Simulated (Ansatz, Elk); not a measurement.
## Bonding as seen by X-rays: Li2AlW2

The structure of Li2AlW2 used here is made up (a known structure type with other elements) and was relaxed beforehand with PBEsol. The aim is the Fourier transform of its all-electron density, F(hkl), set beside the sum over free spherical atoms that refinements use.

Program: Elk 11.2.3 (patched build). Level of theory: DFT, PBE, all-electron APW+lo, Dirac cores, scalar-relativistic bands, static density, no spin. Results are calculated unless marked as measured.

The structure was built from a prototype and need not be the compound's stable phase.

### Step 1. Set-up

The structure is monoclinic, space group C2/m (No. 12). The conventional cell has a = 13.053 Å, b = 4.359 Å, c = 2.650 Å, α = 90.00°, β = 90.05°, γ = 90.00°. Nearest to W lie 3 W at 2.46 to 2.65 Å and 4 Al at 2.75 to 2.91 Å and 5 Li at 2.82 to 2.95 Å. Nearest to Al lie 2 Al at 2.65 Å and 2 Li at 2.66 Å and 8 W at 2.75 to 2.91 Å. Li has 4 Li at 2.55 to 2.65 Å and 1 Al at 2.66 Å and 1 W at 2.82 Å nearest. Farther neighbours are not listed.

### Step 2. Ground state and structure factors

An all-electron density is needed, since X-rays see the cores too. Task 0 finds the density and task 195 Fourier-transforms it; tshift is off so that phases refer to the origin typed.

elk.in reads:

```
tasks
  0
  195

xctype
  20

spinpol
  .false.

rgkmax
  7.0

gmaxvr
  14.0

lmaxo
  7

lmaxapw
  8

swidth
  0.002

tshift
  .false.

ramdisk
  .false.

hmaxvr
  5.5

maxscl
  120

epspot
  1e-06

sppath
  './'

avec
  12.33366126435 -4.11901368432 0.04540387979
  12.33366126435 4.11901368432 0.04540387979
  -0.01431168526 0.00000000000 5.00816528914

atoms
  3
  'W.in'
  2
  0.5931587995 0.5931587995 0.4333581997   0.000000 0.000000 0.000000
  0.4068412005 0.4068412005 0.5666418003   0.000000 0.000000 0.000000
  'Al.in'
  1
  -0.0000000000 -0.0000000000 -0.0000000000   0.000000 0.000000 0.000000
  'Li.in'
  2
  0.2028079113 0.2028079113 0.9138893561   0.000000 0.000000 0.000000
  0.7971920887 0.7971920887 0.0861106439   0.000000 0.000000 0.000000

ngridk
  6 6 8
```

On the command line:

```bash
> OMP_NUM_THREADS=4 elk
```

Numbers of over 12 decimals in the logs are rounded to 6 here.

The program printed:

```text
┌─────────────────────────┐
│ Elk code version 11.2.3 │
└─────────────────────────┘

All units are atomic (Hartree, Bohr, etc.)

┌─────────────────────────────────────────────────┐
│ Ground-state run starting from atomic densities │
└─────────────────────────────────────────────────┘

Lattice vectors :
   12.33366126      -4.119013684      0.4540387979E-01
   12.33366126       4.119013684      0.4540387979E-01
 -0.1431168526E-01   0.000000000       5.008165289

Reciprocal lattice vectors :
  0.2547142764     -0.7627050781      0.7278894256E-03
  0.2547142764      0.7627050781      0.7278894256E-03
 -0.4618464336E-02  0.6307090372E-18   1.254575048

Unit cell volume      :    508.8601829
Brillouin zone volume :   0.4874624146

Muffin-tin inner radius fraction :   0.1000000000E-01

Nuclei treated as point charges

Species : 1 (W)
 parameters loaded from : W.in
 name : tungsten
 nuclear charge    :   -74.00000000
 electronic charge :    74.00000000
 atomic mass :    335119.8193
 muffin-tin radius :    2.296832005
 number of radial points in muffin-tin :   1393
 inner part over the whole radius :   0.9886650648E-02
 number on inner part of muffin-tin    :    994
 approximate nuclear radius :   0.1010025921E-03
 number of mesh points to nuclear radius :    526
 atomic positions (lattice), magnetic fields (Cartesian) :
  1 :  -0.40684120 -0.40684120  0.43335820    0.00000000  0.00000000  0.00000000
  2 :   0.40684120  0.40684120 -0.43335820    0.00000000  0.00000000  0.00000000

Species : 2 (Al)
 parameters loaded from : Al.in
 name : aluminium
 nuclear charge    :   -13.00000000
 electronic charge :    13.00000000
 atomic mass :    49184.33496
 muffin-tin radius :    2.200000000
 number of radial points in muffin-tin :    793
 inner part over the whole radius :   0.9821194981E-02
 number on inner part of muffin-tin    :    552
 approximate nuclear radius :   0.5839653600E-04
 number of mesh points to nuclear radius :    244
 atomic positions (lattice), magnetic fields (Cartesian) :
  1 :   0.00000000  0.00000000  0.00000000    0.00000000  0.00000000  0.00000000

Species : 3 (Li)
 parameters loaded from : Li.in
 name : lithium
 nuclear charge    :   -3.000000000
 electronic charge :    3.000000000
 atomic mass :    12652.66898
 muffin-tin radius :    1.800000000
 number of radial points in muffin-tin :    593
 inner part over the whole radius :   0.9806707936E-02
 number on inner part of muffin-tin    :    401
 approximate nuclear radius :   0.4000070961E-04
 number of mesh points to nuclear radius :    148
 atomic positions (lattice), magnetic fields (Cartesian) :
  1 :   0.20280791  0.20280791 -0.08611064    0.00000000  0.00000000  0.00000000
  2 :  -0.20280791 -0.20280791  0.08611064    0.00000000  0.00000000  0.00000000

Total number of atoms per unit cell :    5
Total muffin-tin volume :    194.9696959
 ratio of muffin-tin to unit cell volume :   0.3831498365

Spin treatment :
 spin-unpolarised

Number of Bravais lattice symmetries :    4
Number of crystal symmetries         :    4
Crystal has inversion symmetry
Real symmetric eigensolver will be used

k-point grid :      6     6     8
k-point offset :    0.000000000       0.000000000       0.000000000
k-point set is reduced with full crystal symmetry group
Total number of k-points :       89

Muffin-tin radius times maximum |G+k| :    7.000000000
 using average radius
Maximum |G+k| for APW functions       :    3.367436158
Maximum (1/2)|G+k|²                   :    5.669813139
Maximum |G| for potential and density :    14.00000000
Constant for pseudocharge density :    8
 order of it for each species :   15  15  15
 order of it for pair densities of each species (exact exchange by exxq0 0: 16) :   12  11   5
Radial integration step length :    1

G-vector grid sizes :     60    60    24
Number of G-vectors :    23551

Maximum angular momentum used for
 APW functions            :    8
 outer part of muffin-tin :    7
 inner part of muffin-tin :    2

[...]
valence                     :    71.00000000
 interstitial                :    8.986934125
 muffin-tins (core leakage)
  species : 1 (W)
   atom 1                    :    71.11182567     (  0.5200675318E-05)
   atom 2                    :    71.11182567     (  0.5200675318E-05)
  species : 2 (Al)
   atom 1                    :    11.32375678     (  0.5022931982E-03)
  species : 3 (Li)
   atom 1                    :    2.232828878     (   0.000000000    )
   atom 2                    :    2.232828878     (   0.000000000    )
 total in muffin-tins        :    158.0130659
 total calculated charge     :    166.9992479
 total charge                :    167.0000000
 error                       :   0.7520795536E-03

RMS change in Kohn-Sham potential (target) :    6.704719073     (  0.1000000000E-05)
Absolute change in total energy (target)   :    3.505243385     (  0.1000000000E-03)

[... loops 3 to 16 left out ...]

┌──────────────────┐
│ Loop number : 17 │
└──────────────────┘

Energies :
 Fermi                       :     0.302822
 sum of occupied eigenvalues :     -19940.914100862
 electron kinetic            :      36686.890739210
 core electron kinetic       :      35328.959073465
 Coulomb                     :     -68603.726889089
 Coulomb potential           :     -55747.400922107
 nuclear-nuclear             :     -2287.6148477381
 electron-nuclear            :     -76924.167793036
 Hartree                     :      10608.055751685
 Madelung                    :     -40730.026428036
 xc potential                :     -880.40391796402
 exchange                    :     -663.54945316853
 correlation                 :     -9.677417
 electron entropic           :    -0.10238377907927E-02
 total energy                :     -32590.064043512

Density of states at Fermi energy :    76.19500111
 (states/Hartree/unit cell)

Estimated indirect band gap :   0.2256162272E-03
 from k-point 54 to k-point 13
Estimated direct band gap   :   0.5223311218E-02
 at k-point 84

Charges :
 core                        :    96.00000000
 valence                     :    71.00000000
 interstitial                :    8.614288043
 muffin-tins (core leakage)
  species : 1 (W)
[...]
species : 2 (Al)
[...]
species : 3 (Li)
   atom 1                    :    2.208281606     (   0.000000000    )
   atom 2                    :    2.208281606     (   0.000000000    )
 total in muffin-tins        :    158.3857120
 total calculated charge     :    166.9993178
 total charge                :    167.0000000
 error                       :   0.6821898817E-03

RMS change in Kohn-Sham potential (target) :   0.2515935185E-06 (  0.1000000000E-05)
Absolute change in total energy (target)   :   0.3332490451E-05 (  0.1000000000E-03)

Convergence targets achieved

┌──────────────────┐
│ Loop number : 18 │
└──────────────────┘

Energies :
 Fermi                       :     0.302822
 sum of occupied eigenvalues :     -19940.914103575
 electron kinetic            :      36686.890737202
 core electron kinetic       :      35328.959070490
 Coulomb                     :     -68603.726889588
 Coulomb potential           :     -55747.400916368
 nuclear-nuclear             :     -2287.6148477381
 electron-nuclear            :     -76924.167799872
 Hartree                     :      10608.055758022
 Madelung                    :     -40730.026431404
 xc potential                :     -880.40392440838
 exchange                    :     -663.54945329098
 correlation                 :     -9.677417
 electron entropic           :    -0.10238378720628E-02
 total energy                :     -32590.064046142

Density of states at Fermi energy :    76.19500749
 (states/Hartree/unit cell)

Estimated indirect band gap :   0.2256198285E-03
 from k-point 54 to k-point 13
Estimated direct band gap   :   0.5223309505E-02
 at k-point 84

Charges :
 core                        :    96.00000000
 valence                     :    71.00000000
 interstitial                :    8.614287924
 muffin-tins (core leakage)
  species : 1 (W)
   atom 1                    :    71.31873412     (  0.4938428170E-05)
   atom 2                    :    71.31873412     (  0.4938428170E-05)
  species : 2 (Al)
   atom 1                    :    11.33168064     (  0.4787190790E-03)
  species : 3 (Li)
   atom 1                    :    2.208281599     (   0.000000000    )
   atom 2                    :    2.208281599     (   0.000000000    )
 total in muffin-tins        :    158.3857121
 total calculated charge     :    166.9993178
 total charge                :    167.0000000
 error                       :   0.6821898764E-03

┌──────────────────────────────┐
│ Self-consistent loop stopped │
└──────────────────────────────┘

Warning : core states of species 2 leak from the muffin-tin :   0.4787190790E-03

Wrote STATE.OUT
```

Run time: 67 s. Hardware: 4 threads of Intel Xeon Platinum 8375C at 2.90GHz (Ice Lake), shared host; peak memory 0.23 GiB.

SFACRHO.OUT:

```text

h k l indices transformed by vhmat matrix:
   1.000000000       0.000000000       0.000000000    
   0.000000000       1.000000000       0.000000000    
   0.000000000       0.000000000       1.000000000    

      h      k      l  multipl.   |H|            Re(F)            Im(F)           |F|

      0      0      0      1   0.0000000       167.00000      0.11038832E-15   167.00000    
      1      1      0      2  0.50943063       63.358451     -0.21737268E-13   63.358451    
      1      0      0      4  0.80411375      -101.97466      0.28026732E-13   101.97466    
     -2     -2      0      2   1.0188613      -80.208786     -0.78563122E-13   80.208786    
      1      2      0      4   1.0796472       30.785653     -0.81652683E-14   30.785653    
      0      0     -1      2   1.2545835      -102.80801      -0.0000000       102.80801    
      1      1      1      2   1.3536789      -83.110341      0.42371122E-13   83.110341    
      1      1     -1      2   1.3544564       7.6189199     -0.77514878E-14   7.6189199    
     -3     -2      0      4   1.4844919       130.51019      0.10449337E-12   130.51019    
     -1      0     -1      4   1.4899840       130.61851      0.26261268E-13   130.61851    
      0      1     -1      4   1.4903373       73.019385     -0.28688780E-13   73.019385    
     -1      1      0      2   1.5254102       132.47734      0.67313011E-15   132.47734    
     -3     -3      0      2   1.5282919      -102.77999     -0.96438439E-13   102.77999    
      2      0      0      4   1.6082275       52.058929     -0.21957951E-13   52.058929    
     -2     -2     -1      2   1.6155348       48.487284      0.21626927E-13   48.487284    
     -2     -2      1      2   1.6168376       120.87311      0.94341951E-13   120.87311    
      2      1      1      4   1.6547020       32.558554     -0.21764854E-13   32.558554    
      1      2     -1      4   1.6556561      -59.347904      0.62673951E-13   59.347904
```

Elk indexes on the primitive cell of elk.in and gives |H| = 4π sin θ/λ in inverse bohr. Below, one row stands for each form hkl of the conventional cell (m members, Friedel mates merged), F is for one primitive cell and the density is static (no thermal factor). Free-atom factors are Waasmaier and Kirfel's, and R is Σm||F|−|F'||/Σm|F|.

```csv
hkl,m,sin θ/λ (Å⁻¹),"abs F, DFT",neutral atoms,diff.
200,2,0.077,63.358,63.376,-0.018
110,4,0.121,101.975,101.956,+0.019
400,2,0.153,80.209,80.401,-0.192
310,4,0.162,30.786,30.955,-0.169
001,2,0.189,102.808,103.294,-0.486
2 0 -1,2,0.204,83.110,83.269,-0.159
201,2,0.204,7.619,7.956,-0.337
510,4,0.223,130.510,131.062,-0.552
1 1 -1,4,0.224,130.619,131.195,-0.576
111,4,0.224,73.019,73.254,-0.234
020,2,0.229,132.477,132.900,-0.423
600,2,0.230,102.780,103.153,-0.373
220,4,0.242,52.059,52.229,-0.170
4 0 -1,2,0.243,48.487,49.028,-0.541
```

### Step 3. The highest occupied states alone

An energy window below the Fermi level keeps the highest occupied states, to see at which angles they scatter; shallow core shells can lie inside it and anion s states outside. No new self-consistency is needed.

Changes to elk.in since step 2:

```diff
@@ -1,3 +1,2 @@
 tasks
-  0
   195
@@ -40,2 +39,5 @@
 
+wsfac
+  -0.248420 0.602820
+
 sppath
```

On the command line:

```bash
> OMP_NUM_THREADS=4 elk
```

The program printed:

```text
┌─────────────────────────────────┐
│ Elk code version 11.2.3 started │
└─────────────────────────────────┘

Info(readinput): the functional depends on the density's gradient
 muffin-tin radial points multiplied by    2.00000
 (not where nrmtscf is given)

┌────────────────────┐
│ Current task : 195 │
└────────────────────┘
Info(checkmt): changed muffin-tin radius of species 1 (W) from   2.8000 to   2.2968

Info(sfacrho): density structure factors written to SFACRHO.OUT

 Energy window :  -0.2484200000      0.6028200000

┌──────────────────┐
│ Elk code stopped │
└──────────────────┘
```

Elapsed: 7.2 s, on 4 threads; peak memory 0.17 GiB; 10 s of CPU time.

States within 15 eV below the Fermi level hold 17.00 electrons; any levels below the window count with the cores. Their amplitudes can exceed the total, where window and core parts have opposite phase:

```csv
hkl,sin θ/λ (Å⁻¹),"abs F, window","abs F, all"
200,0.077,4.613,63.358
110,0.121,3.706,101.975
400,0.153,1.971,80.209
310,0.162,0.975,30.786
001,0.189,1.537,102.808
2 0 -1,0.204,1.141,83.110
201,0.204,0.113,7.619
510,0.223,1.003,130.510
1 1 -1,0.224,0.966,130.619
111,0.224,0.643,73.019
```

### Step 4. Another functional

The difference from free atoms is small, so it is set against the change that LDA (Perdew-Wang) makes.

Changes to elk.in since step 3:

```diff
@@ -1,2 +1,3 @@
 tasks
+  0
   195
@@ -4,3 +5,3 @@
 xctype
-  20
+  3
 
@@ -39,5 +40,2 @@
 
-wsfac
-  -0.248420 0.602820
-
 sppath
```

On the command line:

```bash
> OMP_NUM_THREADS=4 elk
```

The program printed:

```text
┌─────────────────────────┐
│ Elk code version 11.2.3 │
└─────────────────────────┘

All units are atomic (Hartree, Bohr, etc.)

┌─────────────────────────────────────────────────┐
│ Ground-state run starting from atomic densities │
└─────────────────────────────────────────────────┘

Lattice vectors :
   12.33366126      -4.119013684      0.4540387979E-01
   12.33366126       4.119013684      0.4540387979E-01
 -0.1431168526E-01   0.000000000       5.008165289

Reciprocal lattice vectors :
[...]
species : 2 (Al)
   atom 1                    :    11.34413303     (  0.5065380190E-03)
  species : 3 (Li)
   atom 1                    :    2.209326046     (   0.000000000    )
   atom 2                    :    2.209326046     (   0.000000000    )
 total in muffin-tins        :    158.4519974
 total calculated charge     :    166.9992962
 total charge                :    167.0000000
 error                       :   0.7037875755E-03

┌──────────────────────────────┐
│ Self-consistent loop stopped │
└──────────────────────────────┘

Warning : core states of species 2 leak from the muffin-tin :   0.5065380190E-03

Wrote STATE.OUT
[key lines of the parts left out:]
total energy                :     -32570.117115767
```

Wall time 42 s (4 threads); peak memory 0.17 GiB.

Against the first run R = 0.03 %; the largest change is -0.065 at 10 0 0.

### Step 5. Basis size

A smaller basis shows how fast F responds to it; the change is likely larger than the basis error of the first run, but doesn't show convergence.

Changes to elk.in since step 4:

```diff
@@ -5,3 +5,3 @@
 xctype
-  3
+  20
 
@@ -11,3 +11,3 @@
 rgkmax
-  7.0
+  5.5
```

On the command line:

```bash
> OMP_NUM_THREADS=4 elk
```

The program printed:

```text
┌─────────────────────────┐
│ Elk code version 11.2.3 │
└─────────────────────────┘

All units are atomic (Hartree, Bohr, etc.)

┌─────────────────────────────────────────────────┐
│ Ground-state run starting from atomic densities │
└─────────────────────────────────────────────────┘

Lattice vectors :
   12.33366126      -4.119013684      0.4540387979E-01
   12.33366126       4.119013684      0.4540387979E-01
 -0.1431168526E-01   0.000000000       5.008165289

Reciprocal lattice vectors :
[...]
species : 2 (Al)
   atom 1                    :    11.33011765     (  0.4790106594E-03)
  species : 3 (Li)
   atom 1                    :    2.207941432     (   0.000000000    )
   atom 2                    :    2.207941432     (   0.000000000    )
 total in muffin-tins        :    158.2437559
 total calculated charge     :    166.9995187
 total charge                :    167.0000000
 error                       :   0.4812931599E-03

┌──────────────────────────────┐
│ Self-consistent loop stopped │
└──────────────────────────────┘

Warning : core states of species 2 leak from the muffin-tin :   0.4790106594E-03

Wrote STATE.OUT
[key lines of the parts left out:]
total energy                :     -32589.947123883
```

The job ended after 53 s (4 threads; peak memory 0.22 GiB; 3 min of CPU time).

Against the first run R = 0.03 %; the largest change is +0.071 at 531.

### Step 6. Settings against the effect

```csv
run,R against the first run (%),"R against neutral atoms, low angle (%)",wall time
"PBE, rgkmax 7",0.00,0.35,67 s
LDA (Perdew-Wang),0.03,0.34,42 s
rgkmax 5.5,0.03,0.37,53 s
```

### Step 7. Outcome

* R against neutral atoms, sin θ/λ < 0.3 Å⁻¹: 0.35 %
* R against neutral atoms, 0.3 to 0.59 Å⁻¹: 0.12 %

What this shows: Independent neutral atoms miss the calculated amplitudes by R = 0.35 % below 0.3 Å⁻¹ and 0.12 % from there to 0.59 Å⁻¹; by shells, 0.02 % below 0.15 Å⁻¹ (2 forms), 0.38 % 0.15 to 0.3 (22 forms), 0.12 % 0.3 to 0.45 (49 forms), 0.12 % above 0.45 (76 forms). Bonding, aspherical density and the tables' own atoms all enter these figures, and the runs don't part them. The largest change of an amplitude is -0.66 electrons, at 401. The window's part falls from 17.0 electrons at the origin to at most 0.22 between 0.45 and 0.59 Å⁻¹. Below 0.3 Å⁻¹ the changes that finished (LDA (Perdew-Wang) and rgkmax 5.5) move F by R = 0.02 % at most, against the 0.35 % that separates it from free atoms. The k-mesh has no finished test. These runs have no spin, though d or f shells may be open. Spin-orbit coupling is left out, which can matter for elements this heavy. Part of the difference isn't bonding: the tables are fits to free atoms and ions calculated by other methods than this functional. Thermal motion, anomalous dispersion and extinction are left out.

[Logs are printed without paths, hosts, clocks, repeated set-up lines and the standing remarks that a program may print on its own settings, such as how far it seeks lower states.]

[Hosts, paths, dates, database ids (printed as entryN), source tags and the programs' standing remarks are cut or masked in the printed files.]
